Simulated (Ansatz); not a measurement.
# Convergence of a linear-scaling basis for twisted 2H-MoSe2/1T-TaS2 bilayer, 21.79° (42 atoms), part 2 of 2

Wanted: errors and times of a linear-scaling basis for twisted 2H-MoSe2/1T-TaS2 bilayer, 21.79° (42 atoms). A setting counts as converged where the r.m.s. difference of forces stays under 1 % of the r.m.s. force.

Ansatz 0.2.0; Kohn-Sham DFT, PBE+D3(BJ), PAW (set soft_2), plane waves.

The cell: 7 Mo, 14 Se, 7 Ta and 14 S. Beside vacuum, support functions can miss their usual error bounds without a warning. The levels lack spin–orbit coupling.

So far. Step 3 (Support functions low): Forces differ from the reference by 0.89 meV/Å r.m.s., 0.42 % of their size, within a tolerance of 1 %; the energy by -0.66 meV/atom. It took 8.9 min and 17 cycles; the reference's time can't be set against it, since the two runs asked for unlike analyses. Step 4 (Support functions medium): Forces differ from the reference by 0.84 meV/Å r.m.s., 0.39 % of their size, within a tolerance of 1 %; the energy by -0.67 meV/atom.

## (5) Support functions medium, spacing 0.427 Å

Level of this step: Kohn-Sham DFT, PBE+D3(BJ), PAW (set soft_2), localised support functions (medium) (Ansatz).

The grid spacing sets how fine a wave the support functions can hold.

input.yaml reads:

```yaml
crystal:
  lattice:
    - [8.7971, 0.0, 0.0]
    - [-4.39855, 7.61851, 0.0]
    - [0.0, 0.0, 21.57]
  atoms:
    [... the 42 atom lines of step 2 ...]
kpoints:
  mp_grid: { grid: [2, 2, 1] }
hamiltonian:
  xc: pbe
  dispersion: d3bj
scf:
  occupations: { method: gaussian, width: 0.05 }
  eigensolver: { kind: { support_functions: { accuracy: medium, spacing: 0.427 } } }
  mixing: { beta: 0.2 }
  max_iter: 150
output:
  forces: true
  eigenvalues: true
```

Command:

```console
ansatz run input.yaml --threads 4 --pin off --max-ram 8192MiB --backend cpu --events-out ev --progress --plain --runs-dir out
```

Numbers of over 12 decimals in the logs are rounded to 6 here.

The log of the run:

```text
[...]
Crystal: 42 atoms, lattice volume = 1445.639 Å³
Basis set: ecut = 420 eV, 28267 PW (Γ), exchange–correlation on 120×120×300 points (8 copies of the dense FFT grid, shifted against one another)
Bands: 299, of which v1, the nominal top of the filled ones, is band 249 counted from 1 (248 counted from 0)
Symmetry: 1 space group operations
k-points: 4
[...]
SCF iter   1: F=—  HF=-193429.716817 eV  |F-HF|=—  |Δ(HF+E_count)|=         —  Δρ=4.76e-2  dr2=4.34e1  ethr=1.00e-1
[...]
SCF iter  21: F=-193440.130382 eV  HF=-193440.130383 eV  |F-HF|=4.71e-7  |Δ(HF+E_count)|=   4.00e-7  Δρ=3.58e-6  dr2=5.36e-7  ethr=2.71e-10
SCF 1 converged in 21 iterations: F = -193440.153185 eV  dr2 = 5.36e-7
[...]
SCF converged after 21 iterations
[...]
Free energy (F): -193440.153185 eV
[...]
Internal energy: -193440.092216 eV  (E = F + TS)
E sigma→0 (E₀):  -193440.122701 eV
Entropy (-TS):   -0.060969 eV (-1.452 meV/atom)
Fermi energy:    4.527073 eV
[...]
--- Forces (eV/Å), atoms counted from 1 ---
  atom   1  Mo     0.01375648    -0.08915350    -0.30514336
  atom   2  Se    -0.07790404    -0.09191207    -0.85213235
  atom   3  Se    -0.06819833    -0.12347729     0.14401850
  atom   4  Mo     0.33052630     0.45611964    -0.49578833
  atom   5  Se    -0.04556990     0.02305441    -0.55381069
  atom   6  Se     0.26045861    -0.00767585     0.23401003
  atom   7  Mo    -0.21107153     0.16238876    -0.35148869
  atom   8  Se    -0.11176501    -0.21784706    -0.47500722
  atom   9  Se    -0.05669308    -0.20824061     0.25159523
  atom  10  Mo    -0.34338681    -0.16280931    -0.36456404
  atom  11  Se    -0.05407845     0.15336100    -0.47201772
  atom  12  Se    -0.10085780    -0.00640176    -0.39485875
  atom  13  Mo     0.30804173    -0.27054111    -0.59409098
  atom  14  Se     0.25128640     0.03233625    -0.73996412
[...]
atom  41  S     -0.03538361     0.03224661     0.41979195
  atom  42  S      0.11297158     0.02564156    -0.15712106
  max |Σ_I F_I| component: 7.33e0 eV/Å
--- Band table (eV) ---
[...]
```

The job ended after 2.4 min (4 threads of Intel Xeon 6975P-C (Granite Rapids), shared host; peak memory 1.9 GiB).

The program notes that the forces don't sum to zero within tolerance and the grid leaves an egg-box force.

Forces differ from the reference by 148 meV/Å r.m.s., 69 % of their size, far over a tolerance of 1 %; the energy by +577 meV/atom. It took 2.4 min and 21 cycles; the reference's time can't be set against it, since the two runs asked for unlike analyses. The setting is coarser than the default on purpose.

## (6) Support functions medium, spacing 0.356 Å

The grid spacing sets how fine a wave the support functions can hold.

input.yaml, the sections that differ from step 5:

```yaml
scf:
  occupations: { method: gaussian, width: 0.05 }
  eigensolver: { kind: { support_functions: { accuracy: medium, spacing: 0.356 } } }
  mixing: { beta: 0.2 }
  max_iter: 150
# crystal, kpoints, hamiltonian, output: as in step 5
```

The log of the run:

```text
[...]
Crystal: 42 atoms, lattice volume = 1445.639 Å³
Basis set: ecut = 420 eV, 28267 PW (Γ), exchange–correlation on 120×120×300 points (8 copies of the dense FFT grid, shifted against one another)
Bands: 299, of which v1, the nominal top of the filled ones, is band 249 counted from 1 (248 counted from 0)
Symmetry: 1 space group operations
k-points: 4
[...]
SCF iter   1: F=—  HF=-193456.611606 eV  |F-HF|=—  |Δ(HF+E_count)|=         —  Δρ=4.41e-2  dr2=4.41e1  ethr=1.00e-1
[...]
SCF iter  26: F=-193464.674387 eV  HF=-193464.674388 eV  |F-HF|=5.93e-7  |Δ(HF+E_count)|=   1.03e-7  Δρ=4.03e-6  dr2=7.63e-7  ethr=2.81e-10
SCF 1 converged in 26 iterations: F = -193464.695884 eV  dr2 = 7.63e-7
[...]
SCF converged after 26 iterations
[...]
Free energy (F): -193464.695884 eV
[...]
Internal energy: -193464.635466 eV  (E = F + TS)
E sigma→0 (E₀):  -193464.665675 eV
Entropy (-TS):   -0.060418 eV (-1.439 meV/atom)
Fermi energy:    4.542768 eV
[...]
--- Forces (eV/Å), atoms counted from 1 ---
  atom   1  Mo     0.11217979    -0.10073646    -0.03701789
  atom   2  Se    -0.03949692    -0.10182439    -0.39683227
  atom   3  Se    -0.03003561    -0.13788041     0.28748029
  atom   4  Mo     0.36201493     0.45764004    -0.22635450
  atom   5  Se    -0.04212245    -0.01000599     0.00608344
  atom   6  Se     0.26880530    -0.03052771     0.31895781
  atom   7  Mo    -0.31012707     0.16913387    -0.07709368
  atom   8  Se    -0.07908248    -0.19292351     0.00458104
  atom   9  Se    -0.02323740    -0.17545201     0.32246288
  atom  10  Mo    -0.42510989    -0.09880105    -0.09872217
  atom  11  Se    -0.05828372     0.17397576     0.05546696
  atom  12  Se    -0.11243312     0.00177700    -0.08149518
  atom  13  Mo     0.20901083    -0.22645638    -0.32274169
  atom  14  Se     0.22685940     0.00638182    -0.33387313
[...]
atom  41  S     -0.03940210     0.03445407     0.41355434
  atom  42  S      0.12509651     0.01752478    -0.15013017
  max |Σ_I F_I| component: 3.23e-1 eV/Å
--- Band table (eV) ---
[...]
```

It took 3.8 min on 4 threads; peak memory 2.1 GiB.

Forces differ from the reference by 7.8 meV/Å r.m.s., 3.7 % of their size, over a tolerance of 1 %; the energy by -7.3 meV/atom. It took 3.8 min and 26 cycles; the reference's time can't be set against it, since the two runs asked for unlike analyses. The setting is coarser than the default on purpose.

## (7) All settings compared

Each row is set against the plane-wave reference (Kohn-Sham DFT, PBE+D3(BJ), PAW (set soft_2), plane waves; r.m.s. force component 0.213 eV/Å). Energies are set beside the reference only for runs with its functional, potentials and electron count. Times are for 4 threads of Intel Xeon 6975P-C (Granite Rapids), shared host. The reference's time includes the DOS, ELF and grids, which some other runs skip.

| run | Δ force, r.m.s. (meV/Å) | share of r.m.s. force (%) | Δ energy (meV/atom) | cycles | time | host memory (GiB) |
| --- | --- | --- | --- | --- | --- | --- |
| reference | - | - | - | 20 | 50 s | 6.8 |
| support functions low | 0.888 | 0.416 | -0.664 | 17 | 8.9 min | 3.5 |
| support functions medium | 0.838 | 0.393 | -0.666 | 19 | 6 min | 3.5 |
| support functions medium, spacing 0.427 Å | 148 | 69.3 | 577 | 21 | 2.4 min | 1.9 |
| support functions medium, spacing 0.356 Å | 7.79 | 3.65 | -7.27 | 26 | 3.8 min | 2.1 |

## (8) What the reference run shows

The comparisons rest on this run, so its electronic structure is set out here.

Length of the force by element:

| element | coordination | atoms | mean length of the force (eV/Å) | spread | least | most |
| --- | --- | --- | --- | --- | --- | --- |
| Mo | all | 7 | 0.384 | 0.136 | 0.149 | 0.612 |
| S | all | 14 | 0.406 | 0.165 | 0.1 | 0.707 |
| Se | all | 14 | 0.248 | 0.118 | 0.0434 | 0.419 |
| Ta | all | 7 | 0.329 | 0.102 | 0.174 | 0.490 |

Löwdin charges by element (they lack the spilled electrons, 0.062 e an atom on average):

| element | coordination | atoms | mean charge (e) | spread | least | most |
| --- | --- | --- | --- | --- | --- | --- |
| Mo | all | 7 | 0.258 | 0.0033 | 0.251 | 0.262 |
| S | all | 14 | -0.196 | 0.0086 | -0.212 | -0.184 |
| Se | all | 14 | -0.0393 | 0.0066 | -0.0496 | -0.0277 |
| Ta | all | 7 | 0.583 | 0.0083 | 0.570 | 0.597 |

By region:

| region | atoms | mean length of the force (eV/Å) |
| --- | --- | --- |
| layer 1 | 21 | 0.293 |
| layer 2 | 21 | 0.38 |

States in the cell by windows of 0.5 eV, zero at the Fermi level; the larger projections on atomic orbitals stand beside the total:

| from (eV) | to (eV) | total | layer 1 | layer 2 | Se p | S p | Mo d | Ta d |
| --- | --- | --- | --- | --- | --- | --- | --- | --- |
| -10 | -7.5 | 0.0 | 0.0 | 0.0 | 0.0 | 0.0 | 0.0 | 0.0 |
| -7.5 | -7 | 0.8 | 0.0 | 0.8 | 0.0 | 0.5 | 0.0 | 0.2 |
| -7 | -6.5 | 1.3 | 0.1 | 1.2 | 0.1 | 0.7 | 0.0 | 0.3 |
| -6.5 | -6 | 7.9 | 1.8 | 6.0 | 1.3 | 3.6 | 0.3 | 1.5 |
| -6 | -5.5 | 12.5 | 5.9 | 6.4 | 3.9 | 3.9 | 1.5 | 1.7 |
| -5.5 | -5 | 21.0 | 10.4 | 10.3 | 6.7 | 7.4 | 3.1 | 2.3 |
| -5 | -4.5 | 15.1 | 6.4 | 8.5 | 4.4 | 5.8 | 1.6 | 2.4 |
| -4.5 | -4 | 20.2 | 9.3 | 10.7 | 6.0 | 6.9 | 2.4 | 3.2 |
| -4 | -3.5 | 19.8 | 8.6 | 11.0 | 5.1 | 6.9 | 2.9 | 3.7 |
| -3.5 | -3 | 20.8 | 11.4 | 9.2 | 7.2 | 7.1 | 3.9 | 1.6 |
| -3 | -2.5 | 15.2 | 6.9 | 8.2 | 3.8 | 7.0 | 2.9 | 0.9 |
| -2.5 | -2 | 19.5 | 12.3 | 6.9 | 7.7 | 5.6 | 4.3 | 1.1 |
| -2 | -1.5 | 9.2 | 6.8 | 2.2 | 4.6 | 1.9 | 2.0 | 0.3 |
| -1.5 | -1 | 14.5 | 12.3 | 1.9 | 5.9 | 0.7 | 6.2 | 1.0 |
| -1 | -0.5 | 8.0 | 4.5 | 3.3 | 1.1 | 1.8 | 3.3 | 1.5 |
| -0.5 | 0 | 4.9 | 0.1 | 4.7 | 0.0 | 1.3 | 0.1 | 3.2 |
| 0 | 0.5 | 5.7 | 0.1 | 5.4 | 0.0 | 1.6 | 0.1 | 3.7 |
| 0.5 | 1 | 4.5 | 1.0 | 3.3 | 0.3 | 1.3 | 0.7 | 2.0 |
| 1 | 1.5 | 19.5 | 13.8 | 5.2 | 4.0 | 1.4 | 9.5 | 3.7 |
| 1.5 | 2 | 19.1 | 12.3 | 6.3 | 4.4 | 1.7 | 7.6 | 4.5 |
| 2 | 2.5 | 17.4 | 11.7 | 5.0 | 4.9 | 0.7 | 6.4 | 4.1 |
| 2.5 | 3 | 10.8 | 4.5 | 6.0 | 2.5 | 0.6 | 2.0 | 5.1 |

Between -26 and -10 eV lie 56 more states.

The stored curve holds about 247 of the 497 electrons; the rest, give or take the few that broadening carries across the Fermi level, lie in deeper levels below its range.

The levels nearest the highest filled one (over half full), pooled over k-points and spins:

| level less the highest filled one (eV) | occupation |
| --- | --- |
| -0.517 | 2 |
| -0.514 | 2 |
| -0.0481 | 1.83 |
| -0.0453 | 1.81 |
| -0.025 | 1.54 |
| 0 | 1.02 |
| 0.0071 | 0.862 |
| 0.0194 | 0.603 |
| 0.0236 | 0.521 |
| 0.0248 | 0.5 |
| 0.0285 | 0.436 |
| 0.0363 | 0.318 |

Planar average of the electrostatic potential energy along the normal, with the Fermi level as zero, after a running mean with a triangular window 4 Å wide at its base:

| height (Å) | potential energy (eV) |
| --- | --- |
| 0.0 | 4.91 |
| 0.6 | 4.90 |
| 1.3 | 4.88 |
| 1.9 | 4.86 |
| 2.4 | 4.83 |
| 3.0 | 4.73 |
| 3.7 | 4.08 |
| 4.3 | 2.82 |
| 4.9 | 0.90 |
| 5.5 | -1.66 |
| 6.2 | -5.33 |
| 6.8 | -7.84 |
| 7.3 | -9.57 |
| 7.9 | -9.75 |
| 8.6 | -7.74 |
| 9.2 | -5.19 |
| 9.8 | -2.35 |
| 10.4 | -0.29 |
| 11.1 | 0.19 |
| 11.6 | -1.17 |
| 12.2 | -4.04 |
| 12.8 | -7.18 |
| 13.5 | -10.02 |
| 14.1 | -10.86 |
| 14.7 | -9.69 |
| 15.2 | -7.32 |
| 16.0 | -3.18 |
| 16.5 | 0.17 |
| 17.1 | 2.59 |
| 17.7 | 4.14 |
| 18.4 | 4.88 |
| 19.0 | 4.96 |
| 19.6 | 4.96 |
| 20.1 | 4.95 |
| 20.9 | 4.93 |
| 21.4 | 4.92 |

Electrostatic potential energy in the ca plane at fractional y = 0.045, with atoms of Se and S within 0.2 Å of it. With pseudopotentials it is smooth inside the atoms' cores, unlike the true potential.

Values in eV, 13 rows by 16 columns, each cell a mean:
```
  5   5   4   5   6   9   8   1 -23  -8   5   9  10  10   9   9
  3  -2 -14   1   4   8   8   6   1 -11 -18   7   9  10   9   9
  6  -6 -28   0   6   9   9   7   5 -18 -26   6   9  10   9   9
  7   2  -6   4   7   9   6   4   4  -4 -10   8   9  10   9   9
  3   5   5   4   4   8  -9 -19   2   5   7   9   9  10   9   9
  2   0  -7   1   4   8 -13 -24   3   6   8   9   9  10   9   9
  6 -13 -32  -3   7   9   3  -2  -2   2   5   9  10  10   9   9
  6 -12 -32  -2   7   9   8   1 -21  -5   5   9  10  10   9   9
 -8  -4  -5  -6  -4   8   6  -1 -18  -3   7   9  10  10   9   9
 -7  -8   4 -10  -8   6  -2 -10   0   4   7   9  10  10   9   9
-11  -6   5 -10  -9   7   1  -5   1   3   5   9  10  10   9   9
  1   4   5   3   3   8   7   0 -21  -7   6   9  10  10   9   9
  7   7   6   7   8   9   8  -5 -33 -16   7   9  10  10   9   9
```
Columns run along c (16.0 Å, from fractional 0.26 to 1.00 of the cell; values clipped at the 3rd and 97th percentile), rows up along a (8.8 Å). Atoms in or near the plane, at fractional coordinates: Se at (0.43, 0.24), Se at (0.28, 0.24), S at (0.72, 0.81).

Valence density in the ca plane at fractional y = 0.045, with atoms of Se and S within 0.2 Å of it. It is the smooth field of the valence electrons, not physical close to the nuclei.

Ten steps, logarithmic in the rise over the least value, from '0' (0 e/Å³) to '9' (24 e/Å³), each cell a mean:
```
01111111111100000001124553211000000000000000
11111111111110000001112332222100000000000000
11222232222110000000011112333210000000000000
11222343222110000000000112333321000000000000
01112454221100000000000113322321000000000000
00112343211100000000000112333320000000000000
00111222111000000011111112233210000000000000
11111111111100000123321111111100000000000000
11111111111110001233332111100000000000000000
12211111112210001233332110000000000000000000
11222232222110001233332111110000000000000000
11123555321110000123321111111100000000000000
01124666421100000011112222221100000000000000
00124666321000000001113332221100000000000000
11122454221110000001123443211100000000000000
22322222223221000011223432111000000000000000
46632111246642100122222221110000000000000000
69962111269962101123322111110000000000000000
69962111269962101123321111111000000000000000
46642111246642100122221111111100000000000000
22221111122221000011222222221100000000000000
11111111111110000001124543211000000000000000
00000111000000000000135664211000000000000000
00000010000000000001135665210000000000000000
```
Columns run along c (16.0 Å, from fractional 0.26 to 1.00 of the cell), rows up along a (8.8 Å). Atoms in or near the plane, at fractional coordinates: Se at (0.43, 0.24), Se at (0.28, 0.24), S at (0.72, 0.81).

Mean Löwdin charges: Mo +0.26, S -0.20, Se -0.04, Ta +0.58 e (they miss 0.52 % of the electrons, so they add up to more than the cell's charge). Within 0.4 eV of the Fermi level the largest share is Ta d (69 % of the projected weight). The potential slopes across the vacuum by 0.024 eV/Å: the slab bears a dipole, and with periodic images along the normal there is no flat vacuum level to read.

## (9) Local order

Bonds and neighbours are counted at the geometry of the runs.

Normalised to the volume that the atoms fill. Pair distribution functions g(r), in bins of 0.2 Å:

| r (Å) | total | S-S | S-Se | S-Mo | S-Ta | Se-Se | Se-Mo |
| --- | --- | --- | --- | --- | --- | --- | --- |
| 2.40 | 2.44 | 0.00 | 0.00 | 0.00 | 21.95 | 0.00 | 0.00 |
| 2.60 | 2.29 | 0.00 | 0.00 | 0.00 | 0.00 | 0.00 | 20.55 |
| 2.80 | 0.00 | 0.00 | 0.00 | 0.00 | 0.00 | 0.00 | 0.00 |
| 3.00 | 0.00 | 0.00 | 0.00 | 0.00 | 0.00 | 0.00 | 0.00 |
| 3.20 | 0.29 | 0.00 | 0.45 | 0.00 | 0.00 | 0.59 | 0.00 |
| 3.40 | 4.07 | 11.95 | 0.26 | 0.00 | 0.00 | 13.40 | 0.00 |
| 3.60 | 0.62 | 5.08 | 0.24 | 0.00 | 0.00 | 0.00 | 0.00 |
| 3.80 | 0.13 | 0.00 | 0.57 | 0.00 | 0.00 | 0.00 | 0.00 |
| 4.00 | 0.02 | 0.00 | 0.10 | 0.00 | 0.00 | 0.00 | 0.00 |
| 4.20 | 1.83 | 0.00 | 0.55 | 0.00 | 7.75 | 0.00 | 7.58 |
| 4.40 | 0.14 | 0.00 | 0.64 | 0.00 | 0.00 | 0.00 | 0.00 |
| 4.60 | 0.18 | 0.00 | 0.00 | 0.00 | 0.00 | 1.58 | 0.00 |
| 4.80 | 0.69 | 0.93 | 0.20 | 0.14 | 0.00 | 4.38 | 0.00 |
| 5.00 | 0.50 | 1.82 | 0.38 | 0.76 | 0.00 | 0.00 | 0.00 |
| 5.20 | 0.50 | 0.00 | 0.36 | 0.23 | 3.51 | 0.00 | 0.00 |
| 5.40 | 1.95 | 0.00 | 0.32 | 1.08 | 5.90 | 0.00 | 9.25 |
| 5.60 | 0.10 | 0.00 | 0.00 | 0.00 | 0.00 | 0.00 | 0.00 |
| 5.80 | 1.52 | 3.98 | 0.29 | 1.10 | 0.00 | 4.00 | 0.00 |
| 6.00 | 0.60 | 3.77 | 0.44 | 0.00 | 0.00 | 0.00 | 0.00 |
| 6.20 | 0.17 | 0.00 | 0.25 | 0.51 | 0.00 | 0.00 | 0.00 |
| 6.40 | 0.17 | 0.00 | 0.35 | 0.15 | 0.00 | 0.00 | 0.00 |
| 6.60 | 1.72 | 3.00 | 0.65 | 1.16 | 0.00 | 6.00 | 0.00 |
| 6.80 | 0.18 | 0.00 | 0.62 | 0.00 | 0.00 | 0.00 | 0.00 |
| 7.00 | 0.97 | 0.00 | 0.96 | 0.39 | 4.47 | 0.00 | 0.69 |
| 7.20 | 0.79 | 0.00 | 0.64 | 0.18 | 0.81 | 0.00 | 4.53 |
| 7.40 | 0.46 | 0.00 | 0.09 | 0.53 | 0.00 | 2.40 | 0.00 |
| 7.60 | 0.63 | 2.31 | 1.00 | 0.67 | 0.00 | 0.00 | 0.00 |
| 7.80 | 0.68 | 0.00 | 0.44 | 0.00 | 2.16 | 0.00 | 2.15 |

Bonds by pair of elements; cutoffs follow the first minimum of g(r), held within bounds set by covalent radii, and pairs that aren't listed don't count as bonded:

| pair A-B | cutoff (Å) | bonds | mean length (Å) | spread (Å) | shortest (Å) | B about A | A about B |
| --- | --- | --- | --- | --- | --- | --- | --- |
| S-Ta | 2.88 | 42 | 2.45 | 0.012 | 2.43 | 3 | 6 |
| Se-Mo | 2.98 | 42 | 2.54 | 0.014 | 2.52 | 3 | 6 |

How many atoms have how many bonded neighbours:

| element | mean | 3 | 6 |
| --- | --- | --- | --- |
| Mo | 6 | 0 | 7 |
| S | 3 | 14 | 0 |
| Se | 3 | 14 | 0 |
| Ta | 6 | 0 | 7 |

Counting bonds as in the table, all Mo atoms have 6, all S atoms have 3, all Se atoms have 3 and all Ta atoms have 6 bonded neighbours.

A closer look about S26, which bears the longest force: 10 atoms, nearest first, numbered in the order of the input, with positions taken from that point.

| atom | x | y | z | distance (Å) | bonds | Löwdin charge (e) | Fx | Fy | Fz (eV/Å) |
| --- | --- | --- | --- | --- | --- | --- | --- | --- | --- |
| S26 | 0.00 | 0.00 | 0.00 | 0.00 | 3 | -0.18 | 0.01 | -0.03 | 0.71 |
| Ta25 | -1.25 | -1.44 | -1.51 | 2.43 | 6 | 0.59 | -0.10 | 0.11 | -0.40 |
| Ta28 | -0.64 | 1.81 | -1.51 | 2.44 | 6 | 0.58 | -0.09 | -0.18 | -0.22 |
| Ta34 | 1.88 | -0.37 | -1.52 | 2.45 | 6 | 0.57 | 0.15 | -0.21 | -0.04 |
| S38 | -0.64 | -3.26 | 0.02 | 3.32 | 3 | -0.19 | 0.08 | -0.12 | 0.50 |
| S41 | -2.51 | 2.17 | 0.02 | 3.32 | 3 | -0.19 | -0.04 | 0.04 | 0.42 |
| S35 | 3.14 | 1.09 | 0.01 | 3.32 | 3 | -0.19 | -0.07 | -0.06 | 0.52 |
| S29 | 0.63 | 3.26 | 0.00 | 3.33 | 3 | -0.19 | -0.10 | -0.04 | 0.45 |
| S23 | 2.51 | -2.19 | 0.02 | 3.33 | 3 | -0.19 | -0.03 | 0.13 | 0.51 |
| S32 | -3.16 | -1.11 | 0.02 | 3.35 | 3 | -0.20 | 0.06 | 0.17 | 0.27 |

The column of bonds counts only the pairs S-Ta within 2.88 Å, Se-Mo within 2.98 Å; other neighbours, such as metal atoms beside each other in a compound, aren't counted, and periodic images can show an atom twice.

## (10) Summary of results

* free energy per atom: -4606.2950 eV/atom
* r.m.s. force component: 0.2134 eV/Å
* wall time of the 5 DFT runs: 22 min

Against plane waves at 420 eV, the forces differ by 0.84 meV/Å (0.39 %) with support functions medium. At 42 atoms the fastest of the runs at a preset level, support functions medium, takes roughly 7.2 times the time of plane waves (whose run also made extra analyses, so the like-for-like ratio is larger), in 19 SCF cycles against 20. Differences between support functions and plane waves include what basis error the plane-wave run still has.

12 levels are partly filled, by over 2 % (on the run's k-points): no clear gap opens at this level. Levels of broken or missing bonds inside a gap of the host would look the same. Counting bonds as in the table, all Mo atoms have 6, all S atoms have 3, all Se atoms have 3 and all Ta atoms have 6 bonded neighbours.

What to keep in mind: The geometry was built by rule, was displaced at random and isn't relaxed at this level: its force components are 0.21 eV/Å r.m.s. The slab bears a dipole and has periodic images along its normal, so a spurious field crosses the vacuum.

[Logs are printed without paths, hosts, clocks, repeated set-up lines and the standing remarks that a program may print on its own settings, such as how far it seeks lower states.]

[Hosts, paths, dates, database ids (printed as entryN), source tags and the programs' standing remarks are cut or masked in the printed files.]
